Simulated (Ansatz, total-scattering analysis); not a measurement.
# ethanol: neutron weights and totals by hand

A simulated model of ethanol at 300 K, fixed volume (mean pressure 0.5 GPa), from ab initio molecular dynamics with Ansatz (PBE, plane waves, PAW default files, Langevin thermostat, no spin, fixed volume, H with the mass of D). The average runs over 0.65 ps of 108 atoms, so shells between rare elements are rough. Mean temperature 292 K, largest m.s.d. 1.42 Å², energy drift +2 meV an atom (last third less first, no steady trend), Langevin friction 10 ps⁻¹; the first quarter of the run is discarded. Start: last frame of a classical run of this cell at the same density and temperature. So short a stretch relaxes bonds and nearest shells but still remembers its start. It is a liquid as far as so short a run tells. Atom fractions C 0.2222, O 0.1111, H 0.6667; masses C 12.011, O 15.999, H 1.008 u; density 0.7900 g/cm³; coherent lengths C 6.6472, O 5.8037, H 6.6681 fm (H as D). Faber–Ziman partials at a few Q:

| Q (Å⁻¹) | S H–H | S C–H | S C–O | S C–C | S O–H | S O–O |
| --- | --- | --- | --- | --- | --- | --- |
| 1.50 | 0.688 | 4.128 | 3.557 | 6.291 | 1.976 | -1.272 |
| 2.90 | 1.141 | 0.825 | 0.095 | -0.214 | 1.140 | 3.488 |

The pair function g(HH), r in Å, every 0.06 Å up to its first minimum: 1.47 0.01, 1.53 0.01, 1.59 0.03, 1.65 0.39, 1.71 2.04, 1.77 3.55, 1.83 2.57, 1.89 0.69, 1.95 0.17, 2.01 0.22.

**Tasks.** (a) The number density. (b) The neutron weights. (c) The neutron S(Q) at the listed Q. (d) The number of H around H.

(a) The mean mass is 0.2222×12.011 + 0.1111×15.999 + 0.6667×1.008 = 5.118 u, so ρ₀ = 0.7900/(5.118 × 1.66054) = 0.09295 Å⁻³.

(b) ⟨b⟩ = 0.2222×6.6472 + 0.1111×5.8037 + 0.6667×6.6681 = 6.567 fm. The weight of a pair is ci cj bi bj (2 − δij)/⟨b⟩²: H–H 0.458, C–H 0.304, C–O 0.044, C–C 0.051, O–H 0.133, O–O 0.010; they sum to 1.000.

(c) S = 1 + Σ w (Sij − 1). At 1.50 Å⁻¹: 1 − 0.143 + 0.952 + 0.113 + 0.268 + 0.130 − 0.022 = 2.298; C–H pushes up most; H–H pulls down most. At 2.90 Å⁻¹: 1 + 0.065 − 0.053 − 0.040 − 0.061 + 0.019 + 0.024 = 0.954; H–H pushes up most; C–C pulls down most.

(d) n = 4πρ₀ c(H) Σ r² g Δr. The sum Σ r² g over the listed points is 30.9 Å², so n = 4π × 0.09295 × 0.6667 × 30.9 × 0.06 = 1.44; counting pairs in the frames up to 2.02 Å gives 1.40; the coarse grid and the factor (N − 1)/N for like atoms account for the difference.
